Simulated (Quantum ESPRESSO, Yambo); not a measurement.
# BiOBr (P4/nmm): Bethe-Salpeter spectra with Yambo, part 3 of 4

Wanted: excitons and ε₂ of BiOBr (P4/nmm), with cost.

Quantum ESPRESSO 7.5 and Yambo 5.3.0; PBEsol and many-body steps on it, plane waves. Known limits of the many-body steps: not at the basis limit; no spin-orbit coupling; coarse k mesh; bindings not settled in the k mesh.

So far. Step 9 (Beyond Tamm-Dancoff): The lowest state lies at 3.477 eV, 0.318 eV under the direct gap. Step 10 (Finite momentum (q 2)): The lowest state lies at 3.683 eV.

The database entry behind the starting cell differs from later determinations by our own check (0.1 to 0.3 % short, probably kX units), so it need not match the best structure at ambient conditions.

## 11. Finite momentum (q 3)

Level of this step: Bethe-Salpeter equation on PBEsol with a scissors shift, plane waves, norm-conserving pseudopotentials (Yambo).

Contents of bse9.in:

```
optics
bss
bse
em1s
dipoles
rim_cut
RandQpts= 1000000
RandGvec= 1 RL
Chimod= "HARTREE"
BSKmod= "SEX"
BSEmod= "resonant"
BSSmod= "d"
BSENGexx= 30 Ry
BSENGBlk= 6 Ry
% BSEQptR
 3 | 3 |
%
% BSEBands
 37 | 48 |
%
% BEnRange
 0 | 7 | eV
%
% BDmRange
 0.1 | 0.1 | eV
%
BEnSteps= 141
% BLongDir
 1 | 0 | 0 |
%
% BndsRnXs
 1 | 106 |
%
NGsBlkXs= 6 Ry
% LongDrXs
 1 | 1 | 1 |
%
% KfnQP_E
 1.517 | 1.0 | 1.0 |
%
WRbsWF
```

Launch:

```console
$ OMP_NUM_THREADS=1 mpirun -n 4 yambo -F bse9.in -J bse9,bse3_W -C bse9 > bse9.log
```

What it wrote:

```text
 Yambo, version 5.3.0

 [02] CORE Variables Setup
 =========================

  [... cell, symmetries and grids as in the set-up ...]

  [02.05] Energies & Occupations
  ==============================

  [X] === General ===
  [X] Electronic Temperature                        :  0.000000  0.000000 [eV K]
  [X] Bosonic    Temperature                        :  0.000000  0.000000 [eV K]
  [X] Finite Temperature mode                       : no
  [X] El. density                                   :  0.74277E+24 [cm-3]
[...]
[06] Dipoles
 ============

  [06.01] Setup: observables and procedures
  =========================================

  [WARNING] [r,Vnl^pseudo] included in position and velocity dipoles.

  [WARNING] In case H contains other non local terms, these are neglected

 [07] Static Dielectric Matrix
 =============================

    [08.01.05.02] Main kernel loop
    ==============================

    [08.01.05.03] Wave-Function Phases
    ==================================

    [BSE] WF phases found       :  47.04861 [o/o]

   [08.01.06] BSE solver(s) @q3
   ============================

   [08.01.07] Diago Solver @q3
   ===========================

 [11] Game Over & Game summary
```

It took 11 s on 4 MPI ranks of Arm Neoverse V1, shared host; peak memory 1.3 GiB.

Numbers from this step:

```yaml
transitions_in_the_window: 640
lowest_state: 3.529 eV
first_strong_exciton_over_a_fiftieth_of_the_strongest_listed: 3.638 eV
```

The lowest state lies at 3.529 eV.

The ε₂ has structure finer than the step of the table below, so its rows give means over 0.2 eV, whole bins alone (the curve runs from 0 to 7 eV). Peaks (eV: height): BSE 4.75: 6.03, 5.75: 10.6; no electron-hole interaction 5.10: 4.59, 6.25: 8.28.

Longitudinal response along q; broadening 0.1 eV; transition window only; momentum transfer q number 3. Limits: finite bands, cutoff and mesh; no spin-orbit coupling; coarse k mesh; exciton not shown settled in the k mesh. The ε₂ by photon energy; means over each step:

```csv
photon energy (eV),BSE,no electron-hole interaction
0.2,0.0161,0.0136
0.4,0.0174,0.0146
0.6,0.0188,0.0157
0.8,0.0205,0.0169
1.0,0.0223,0.0183
1.2,0.0245,0.0199
1.4,0.0269,0.0216
1.6,0.0298,0.0237
1.8,0.0332,0.0260
2.0,0.0372,0.0287
2.2,0.0421,0.0320
2.4,0.0480,0.0358
2.6,0.0556,0.0404
2.8,0.0653,0.0462
3.0,0.0785,0.0534
3.2,0.0981,0.0629
3.4,0.134,0.0762
3.6,0.234,0.0975
3.8,0.508,0.147
4.0,0.407,0.303
4.2,0.410,0.461
4.4,0.733,0.303
4.6,2.40,0.382
4.8,5.36,0.745
5.0,4.22,2.70
5.2,3.70,3.93
5.4,5.45,3.53
5.6,9.22,3.62
5.8,9.50,4.76
6.0,5.99,6.42
6.2,5.14,7.79
6.4,5.42,7.88
6.6,3.16,7.51
6.8,2.20,6.25
```

## 12. RPA with local fields (no direct term)

Contents of bse10.in:

```
optics
bss
bse
em1s
dipoles
rim_cut
RandQpts= 1000000
RandGvec= 1 RL
Chimod= "HARTREE"
BSKmod= "HARTREE"
BSEmod= "resonant"
BSSmod= "h"
BSENGexx= 30 Ry
BSENGBlk= 6 Ry
% BSEQptR
 1 | 1 |
%
% BSEBands
 35 | 52 |
%
% BEnRange
 0 | 9 | eV
%
% BDmRange
 0.1 | 0.1 | eV
%
BEnSteps= 181
% BLongDir
 1 | 0 | 0 |
%
% BndsRnXs
 1 | 106 |
%
NGsBlkXs= 6 Ry
% LongDrXs
 1 | 1 | 1 |
%
% KfnQP_E
 1.517 | 1.0 | 1.0 |
%
BSHayTrs= -0.02
```

Launch:

```console
$ OMP_NUM_THREADS=1 mpirun -n 4 yambo -F bse10.in -J bse10,bse3_W -C bse10 > bse10.log
```

What it wrote:

```text
 Yambo, version 5.3.0

 [02] CORE Variables Setup
 =========================

  [... cell, symmetries and grids as in the set-up ...]

  [02.05] Energies & Occupations
  ==============================

  [X] === General ===
  [X] Electronic Temperature                        :  0.000000  0.000000 [eV K]
  [X] Bosonic    Temperature                        :  0.000000  0.000000 [eV K]
  [X] Finite Temperature mode                       : no
  [X] El. density                                   :  0.74277E+24 [cm-3]
[...]
[08.02] BSE solver(s) @q1
  =========================

  [08.03] Haydock Solver in the optics basis @q1 using the hermitian scheme
  =========================================================================

  Accuracy (requested)      : -0.020000 [o/o]

  [WARNING] [EPS_extend] Possible inaccuracy in the EPS prolungation

  [WARNING] [EPS_extend] Possible inaccuracy in the EPS prolungation

  [WARNING] [EPS_extend] Possible inaccuracy in the EPS prolungation

[...]
[WARNING] [EPS_extend] Possible inaccuracy in the EPS prolungation

  [WARNING] [EPS_extend] Possible inaccuracy in the EPS prolungation
  Iterations                :  105

 [11] Game Over & Game summary
```

Run time: 9.9 s. Hardware: 4 MPI ranks; peak memory 1.4 GiB; 39 s of CPU time.

Numbers from this step:

- transitions in the window: 2304
- direct gap of the transition levels: 3.795 eV

The ε₂ has structure finer than the step of the table below, so its rows give means over 0.25 eV, whole bins alone (the curve runs from 0 to 9 eV). Peaks (eV: height): BSE 4.900: 7.95, 5.900: 14.4, 6.500: 17.2, 6.900: 13.9, 7.650: 13.3; no electron-hole interaction 4.900: 9.30, 5.850: 15.9, 6.200: 18.6, 6.850: 13.8, 7.600: 11.7.

Field along x; broadening 0.1 eV; transition window only. Limits: finite bands, cutoff and mesh; no spin-orbit coupling; coarse k mesh. Table of ε₂ by photon energy; means over each step:

```csv
photon energy (eV),BSE,no electron-hole interaction
0.25,0.0363,0.0388
0.50,0.0395,0.0424
0.75,0.0432,0.0465
1.00,0.0476,0.0513
1.25,0.0526,0.0568
1.50,0.0585,0.0635
1.75,0.0656,0.0714
2.00,0.0741,0.0810
2.25,0.0847,0.0929
2.50,0.0979,0.108
2.75,0.115,0.127
3.00,0.138,0.154
3.25,0.170,0.191
3.50,0.219,0.248
3.75,0.304,0.345
4.00,0.494,0.564
4.25,1.35,1.54
4.50,3.74,4.18
4.75,4.99,6.07
5.00,4.86,5.67
5.25,4.12,5.57
5.50,6.50,9.27
5.75,11.1,14.0
6.00,13.0,14.0
6.25,15.5,17.1
6.50,15.4,16.4
6.75,11.0,11.9
7.00,11.6,10.3
7.25,9.06,9.38
7.50,11.8,10.8
7.75,11.0,8.78
8.00,8.15,6.26
8.25,5.25,4.22
8.50,4.27,3.95
8.75,5.28,4.25
```

## 13. Kernel block larger than the screening

Contents of bse11.in:

```
optics
bss
bse
em1s
dipoles
rim_cut
RandQpts= 1000000
RandGvec= 1 RL
Chimod= "HARTREE"
BSKmod= "SEX"
BSEmod= "resonant"
BSSmod= "d"
BSENGexx= 30 Ry
BSENGBlk= 30 Ry
% BSEQptR
 1 | 1 |
%
% BSEBands
 37 | 48 |
%
% BEnRange
 0 | 7 | eV
%
% BDmRange
 0.1 | 0.1 | eV
%
BEnSteps= 141
% BLongDir
 1 | 0 | 0 |
%
% BndsRnXs
 1 | 106 |
%
NGsBlkXs= 6 Ry
% LongDrXs
 1 | 1 | 1 |
%
% KfnQP_E
 1.517 | 1.0 | 1.0 |
%
WRbsWF
```

Launch:

```console
$ OMP_NUM_THREADS=1 mpirun -n 4 yambo -F bse11.in -J bse11,bse3_W -C bse11 > bse11.log
```

What it wrote:

```text
 Yambo, version 5.3.0

 [02] CORE Variables Setup
 =========================

  [... cell, symmetries and grids as in the set-up ...]

  [02.05] Energies & Occupations
  ==============================

  [X] === General ===
  [X] Electronic Temperature                        :  0.000000  0.000000 [eV K]
  [X] Bosonic    Temperature                        :  0.000000  0.000000 [eV K]
  [X] Finite Temperature mode                       : no
  [X] El. density                                   :  0.74277E+24 [cm-3]
  [X] Fermi Level                                   :  9.548672 [eV]

  [X] === Gaps and Widths ===
  [X] Conduction Band Min                           :  2.213291 [eV]
  [X] Valence Band Max                              :  0.000000 [eV]
  [X] Filled Bands                                  :   46
  [X] Empty Bands                                   :   47  176
  [X] Direct Gap                                    :  2.277553 [eV]
  [X] Direct Gap localized at k                     :  2
  [X] Indirect Gap                                  :  2.213291 [eV]
  [X] Indirect Gap between kpts                     :   6   2
  [X] Last valence band width                       :  0.931944 [eV]
  [X] 1st conduction band width                     :  2.180027 [eV]

 [03] Transferred momenta grid and indexing
 ==========================================

 IBZ Q-points                                      :  12
 BZ  Q-points                                      :   32

 K/Q-points units:
 rlu = crystal or reduced units; cc = cartesian coordinates; iku = interal k-units

 Q [ 1]         [rlu]:  0.000000  0.000000  0.000000
 Q [ 2]         [rlu]:  0.000000  0.000000 -0.500000
 Q [ 3]         [rlu]:  0.000000  0.250000  0.000000
[...]
[K+QP] El. density                                :  0.74277E+24 [cm-3]
  [K+QP] Fermi Level                                :  0.000000 [eV]

  [K+QP] === Gaps and Widths ===
  [K+QP] Conduction Band Min                        :  3.730291 [eV]
  [K+QP] Valence Band Max                           :  0.000000 [eV]
  [K+QP] Filled Bands                               :   46
  [K+QP] Empty Bands                                :   47  176
  [K+QP] Direct Gap                                 :  3.794553 [eV]
  [K+QP] Direct Gap localized at k                  :  2
  [K+QP] Indirect Gap                               :  3.730291 [eV]
  [K+QP] Indirect Gap between kpts                  :   6   2
  [K+QP] Last valence band width                    :  0.931944 [eV]
  [K+QP] 1st conduction band width                  :  2.180027 [eV]

  [coarse-grid] Minimum Bare Gap        [ev]:  2.213291
  [coarse-grid] Minimum Gap Correction  [ev]:  1.517000

  Eqp @ K [ 1]
  -152.4926 -152.4925  -90.5305  -90.5303  -90.5183  -90.5183  -90.5182  -90.5182
  -59.12461 -59.12454 -59.12368 -59.12365 -59.09868 -59.09868 -59.09857 -59.09857
  -59.09008 -59.09003 -22.05538 -21.85679 -21.85679 -21.84517 -21.84387 -21.80991
[...]
Eqp @ K [ 2]
[...]
Eqp @ K [ 3]
[...]
Eqp @ K [ 8]
[...]
Eqp @ K [ 9]
[...]
[... 33 further rows ...]
   22.35482  22.35482  23.07409  23.07409  24.76083  24.76083  25.31131  25.31131
   25.42965  25.42965  25.86941  25.86941  27.62943  27.62943  28.17684  28.17684

 [06] Dipoles
 ============

  [06.01] Setup: observables and procedures
  =========================================

  [WARNING] [r,Vnl^pseudo] included in position and velocity dipoles.

  [WARNING] In case H contains other non local terms, these are neglected

 [07] Static Dielectric Matrix
 =============================

 [RD./bse3_W//ndb.em1s_fragment_1]-----------------------------------------------

[ERROR] STOP signal received while in[08.01.05.01] Screened interaction header I/O
[ERROR] Using screening with less G than Weh interaction
```

Wall time 0.92 s (4 MPI ranks); peak memory 0.26 GiB.

The run stopped with an error after 0.92 s.

The program's words: [ERROR] STOP signal received while in[08.01.05.01] Screened interaction header I/O [ERROR] Using screening with less G than Weh interaction

The fault put into this input: kernel block larger than the screening.

## 14. Empty states on the mesh, 6×6×4 mesh, 79 bands

This step: Quantum ESPRESSO 7.5; DFT, PBEsol, plane waves, norm-conserving pseudopotentials.

Contents of pw.in:

```
&control
  calculation = 'nscf'
  prefix = 'x'
  outdir = 'o'
  pseudo_dir = 'pseudo'
/
&system
  ibrav = 0
  nat = 6
  ntyp = 3
  ecutwfc = 76.0
  nbnd = 79
  force_symmorphic = .true.
/
&electrons
  conv_thr = 1e-9
  electron_maxstep = 80
  diago_full_acc = .true.
  diago_thr_init = 5e-6
/
ATOMIC_SPECIES
  Bi 208.98 Bi.upf
  Br 79.904 Br.upf
  O 15.999 O.upf
CELL_PARAMETERS angstrom
  3.9160000000 0.0000000000 0.0000000000
  0.0000000000 3.9160000000 0.0000000000
  0.0000000000 0.0000000000 8.0770000000
ATOMIC_POSITIONS crystal
  Bi 0.0000000000 0.5000000000 0.1540000000
  Bi 0.5000000000 0.0000000000 0.8460000000
  Br 0.0000000000 0.5000000000 0.6530000000
  Br 0.5000000000 0.0000000000 0.3470000000
  O 0.0000000000 0.0000000000 0.0000000000
  O 0.5000000000 0.5000000000 0.0000000000
K_POINTS automatic
  6 6 4 0 0 0
```

Launch:

```console
$ OMP_NUM_THREADS=1 mpirun -n 4 pw.x -nk 4 -in pw.in > pw.out
```

What it wrote:

```text
[banner, memory and clock lines left out]
Program PWSCF v.7.5 starts

     Atomic positions and unit cell read from directory:
     o/x.save/

     Message from routine setup:
     using ibrav=0 with symmetry is DISCOURAGED, use correct ibrav instead

     G-vector sticks info

     bravais-lattice index     =            0
     lattice parameter (alat)  =       7.4002  a.u.
     unit-cell volume          =     835.8571 (a.u.)^3
     number of atoms/cell      =            6
     number of atomic types    =            3
     number of electrons       =        92.00
[...]
26.7870  27.5444  28.1363  28.1363  29.6490  30.2324  30.2324

          k = 0.0000 0.0000-0.2424 (  9314 PWs)   bands (ev):

  -142.9438-142.9438 -80.9819 -80.9816 -80.9696 -80.9696 -80.9695 -80.9695
[...]
20.6249  21.8597  21.8597  21.8839  22.4686  22.4988  23.5358  23.9351
    24.1426  24.1426  24.1953  25.3016  25.8027  25.8027  26.0413  26.6400
    26.6400  28.5796  28.6450  28.6450  29.2556  29.4450  29.4450

          k = 0.0000 0.1667 0.0000 (  9367 PWs)   bands (ev):

     [... further k-points ...]

     highest occupied, lowest unoccupied level (ev):     9.6103   11.7620

     XML data file, pseudopotentials, collected wavefunctions
```

Elapsed: 49 s, on 4 MPI ranks; peak memory 0.55 GiB.

Numbers from this step:

- gap: 2.152 eV
- k of the valence top: 0, 0.3333, -0.5
- k of the conduction bottom: 0, 0, -0.5
- least direct gap: 2.278 eV
- k points computed: 30
- lowest point of the top converged band, above the valence top: 19.83 eV

On this mesh the gap is 2.152 eV.

## 15. Conversion and set-up

This step: Yambo 5.3.0; conversion and set-up on PBEsol, plane waves, norm-conserving pseudopotentials.

Launch:

```console
$ (cd o/x.save; p2y > p2y.log; mv SAVE ../..); yambo > setup.log
```

What it wrote:

```text
 Yambo, version 5.3.0

 [02] CORE Variables Setup
 =========================

  [02.01] Unit cells
  ==================

  Cell kind             :  Unknown
  Atoms in the cell     :  Bi  Br  O
  number of Bi atoms    :  2
  number of Br atoms    :  2
  number of O  atoms    :  2

  List of atomic masses
  Mass of Bi    :  208.9800
  Mass of Br    :  79.90400
  Mass of O     :  15.99900

  List of atomic coordinates    : [cc]
  Bi1       :  0.000000  3.700084  2.350551  order 1
  Bi2       :   3.70008   0.00000  12.91277  order 2
[...]
K/Q-points units:
 rlu = crystal or reduced units; cc = cartesian coordinates; iku = interal k-units

 Q [ 1]         [rlu]:  0.000000  0.000000  0.000000
 Q [ 2]         [rlu]:  0.000000  0.000000  0.250000
 Q [ 3]         [rlu]:  0.000000  0.000000 -0.500000
[...]
Q [ 8]         [rlu]:  0.000000  0.333333  0.250000
 Q [ 9]         [rlu]:  0.000000  0.333333 -0.500000
 Q [10]         [rlu]:  0.000000 -0.500000  0.000000
     [... 18 further rows ...]
 Q [29]         [rlu]: -0.500000 -0.500000  0.250000
 Q [30]         [rlu]: -0.500000 -0.500000 -0.500000

  [03.01] X indexes
  =================

   [03.01.01] Sigma indexes
   ========================

 [06] Game Over & Game summary
```

Run time: 5.3 s. Hardware: 1 MPI rank; peak memory 0.27 GiB.

(Part 3 of 4 ends here.)

[Paths, hosts, dates, memory and timing lines, banners, echoed tables and standing remarks are left out of the program output.]

[Logs are printed without paths, hosts, clocks, repeated set-up lines and the standing remarks that a program may print on its own settings, such as how far it seeks lower states.]

[Runs of the session that timed out or met a known fault of the program may be left out.]

[Hosts, paths, dates, database ids (printed as entryN), source tags and the programs' standing remarks are cut or masked in the printed files.]
